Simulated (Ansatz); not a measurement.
# An extra electron or hole in a frame of liquid aqueous KCl from 333 K (171 atoms): runs compared

Aim: add and remove one electron in a frame of liquid aqueous KCl from 333 K (171 atoms), with atoms held and relaxed, and read trapping energy and localisation.

Computed with Ansatz 0.2.0: Kohn-Sham DFT, PBEsol, PAW (set soft_2), plane waves.

## Step 1: The cell as built

The cell holds 171 atoms: 53 O, 106 H, 6 K and 6 Cl. Cell: a = 12.480 Å, b = 12.480 Å, c = 12.480 Å, α = 90.0°, β = 90.0°, γ = 90.0°. 53 H2O, 6 K+, 6 Cl- placed at random, at 1.2 g/cm³; overlaps pushed apart, then 10 ps at 433 K with Joung-Cheatham ions (J. Phys. Chem. B 112, 9020 (2008)); SPC/E water (Berendsen, Grigera and Straatsma, J. Phys. Chem. 91, 6269 (1987)). Snapshot after 20 ps at 333 K and fixed volume. The density is a measured one.

What the set-up can't give: The network of contacts between molecules at the start is that of the classical potential that made the cell, and needn't be the one that DFT or experiment would give. The Brillouin zone is sampled at Γ only, in a cell whose shortest periodic width is 12 Å. The liquid is relaxed first, so the results are those of a frozen frame at zero temperature.

## Step 2: The reference run

The reference is a single point at the end of the relaxation.

The charged cells start from the geometry of this run, on a uniform background, with spin and a narrow Fermi–Dirac smearing.

Its input, with most atom lines left out:

```yaml
crystal:
  lattice:
    - [12.48006, 0.0, 0.0]
    - [0.0, 12.48006, 0.0]
    - [0.0, 0.0, 12.48006]
  atoms:
    - { symbol: O, position: [0.93255, 0.26647, 0.82525] }
    - { symbol: H, position: [0.97441, 0.22595, 0.87924] }
    - { symbol: H, position: [0.86833, 0.21993, 0.81211] }
    - { symbol: O, position: [0.33738, 0.49524, 0.55291] }
    - { symbol: H, position: [0.26708, 0.52364, 0.52687] }
    - { symbol: H, position: [0.34886, 0.42396, 0.51635] }
    - { symbol: O, position: [0.68806, 0.81189, 0.67852] }
    [... atom lines 8 to 171 left out ...]
kpoints:
  mp_grid: { grid: [1, 1, 1] }
hamiltonian:
  xc: pbesol
scf:
  occupations: { method: fermi_dirac, width: 0.05 }
output:
  forces: true
  stress: true
  populations: true
  dos:
    method: { smearing: { sigma: 0.15 } }
    de: 0.1
    projected: { site_lists: { Cl: [Cl], H: [H], K: [K], O: [O] } }
  eigenvalues: true
  write_density: true
  write_potential: true
  volumetric_format: npy
```

| Item | Value |
| --- | --- |
| free energy per atom | -274.2721 eV/atom |
| r.m.s. force component | 0.00364 eV/Å |
| pressure | -0.3489 GPa |

Filled and empty levels are parted by 4.75 eV (at Γ alone); a semilocal functional tends to put such gaps too low. In a disordered cell it changes from sample to sample and from frame to frame.

## Step 3: The runs

Each row is one run, on 4 threads of Intel Xeon Platinum 8375C at 2.90GHz (Ice Lake), shared host. The free energy is the program's total, comparable only between runs with the same functional, potentials and atoms; between charge states it hangs on the program's zero of potential.

| run | atoms | outcome | ionic steps, all passes | free energy (eV) | time | host memory (GiB) |
| --- | --- | --- | --- | --- | --- | --- |
| Single point at the start | 171 | converged | - | -46889.324 | 11 s | 2.6 |
| Relaxation | 171 | converged | 58 | -46900.530 | 9.5 min | 2.6 |
| Single point at the relaxed geometry | 171 | converged | - | -46900.530 | 22 s | 2.7 |
| An extra electron, atoms held | 171 | converged | - | -46897.613 | 64 s | 4.5 |
| An extra electron, atoms relaxed | 171 | converged | 2 | -46897.619 | 69 s | 4.4 |
| An extra electron, levels at the relaxed geometry | 171 | converged | - | -46897.619 | 65 s | 4.5 |
| Neutral at the geometry of the electron | 171 | converged | - | -46900.516 | 20 s | 2.7 |
| An extra hole, atoms held | 171 | converged | - | -46898.422 | 93 s | 4.5 |
| An extra hole, atoms relaxed | 171 | converged | 11 | -46898.596 | 9.3 min | 4.4 |
| An extra hole, levels at the relaxed geometry | 171 | converged | - | -46898.596 | 2.2 min | 4.5 |
| Neutral at the geometry of the hole | 171 | converged | - | -46900.309 | 20 s | 2.7 |

In some runs the program notes that the exchange-correlation potential is rough where the density is thin and starting moments were not kept.

Local excerpt of 9 atoms (numbers count through the whole input) about O82, which holds the most spin of the extra hole after relaxation; x, y, z are measured from there.

| atom | x | y | z | distance (Å) | intrinsic-atomic-orbital charge (e) | moment (μB) |
| --- | --- | --- | --- | --- | --- | --- |
| O82 | 0.00 | 0.00 | 0.00 | 0.00 | -0.68 | 0.10 |
| H84 | -0.99 | -0.16 | 0.15 | 1.01 | 0.38 | 0.00 |
| H83 | 0.04 | 0.46 | -0.91 | 1.02 | 0.38 | 0.00 |
| O58 | -0.11 | 1.44 | -2.17 | 2.60 | -0.74 | 0.01 |
| O142 | -2.63 | -0.49 | 0.24 | 2.69 | -0.73 | 0.00 |
| K160 | 2.19 | -0.25 | 1.64 | 2.75 | 0.84 | 0.00 |
| H60 | -0.76 | 2.13 | -1.86 | 2.93 | 0.38 | 0.00 |
| H143 | -2.85 | -0.97 | -0.63 | 3.07 | 0.38 | 0.00 |
| H59 | 0.74 | 1.88 | -2.44 | 3.17 | 0.38 | 0.00 |

## Step 4: Energies and spread of the extra charge

Energies are differences within one cell and functional; the shift is the gain plus the neutral cell's energy at the new geometry, that is how much cheaper the vertical process becomes there. The spread is the participation number of the site moments (1/Σw², over the spin inside atomic spheres), with the atom that holds the largest share and the spin that the spheres hold in all.

| carrier | charged less neutral, atoms held (eV) | gain on relaxing (eV) | neutral cell at that geometry, less the reference (eV) | shift of the vertical energy (eV) | spread, atoms held | spread, relaxed |
| --- | --- | --- | --- | --- | --- | --- |
| electron | 2.918 | 0.006 | 0.014 | 0.020 | - | - |
| hole | 2.108 | 0.174 | 0.222 | 0.396 | 17; Cl169 15 % of 0.43 μB | 8; O82 25 % of 0.41 μB |

## Step 5: What came out

The extra electron gains 0.0063 eV as the atoms relax: so small a gain shows no trapping at this level. The cell with the electron keeps a moment of only 0.00 μB where one unpaired electron should give 1 μB: the carrier is shared between both spins, which can hide trapping. The extra hole gains 0.17 eV as the atoms relax, and its spin goes from about 17 to 8 atoms: a partial localisation as the atoms move, with the largest share on O82. The O82–O142 distance goes from 2.93 to 2.69 Å. With the atoms held, the spheres hold only 0.43 of the 0.99 μB, so the spread is read from a small part of the spin. Adding the two vertical energies gives 5.03 eV, against a gap of 4.75 eV in the neutral cell. The zero of the potential cancels in this sum; the excess isn't taken apart here: charging of a small cell, filling of bands on a coarse mesh and the attraction to the background can all enter.

**Limits.** Single energies of charged cells hang on the program's zero of potential. In the spin-polarised runs the search for a state of lower energy was switched off. No distortion was seeded, so a trapped state behind a barrier can't be found. Local and semilocal functionals favour spread-out charges, so trapping can be missed. The reference functional has no dispersion term, which matters for the binding between molecules or layers. Charged cells carry a uniform background, with no correction for images.

The DFT runs together took 27 min of wall time.

[Logs are printed without paths, hosts, clocks, repeated set-up lines and the standing remarks that a program may print on its own settings, such as how far it seeks lower states.]

[Hosts, paths, dates, database ids (printed as entryN), source tags and the programs' standing remarks are cut or masked in the printed files.]
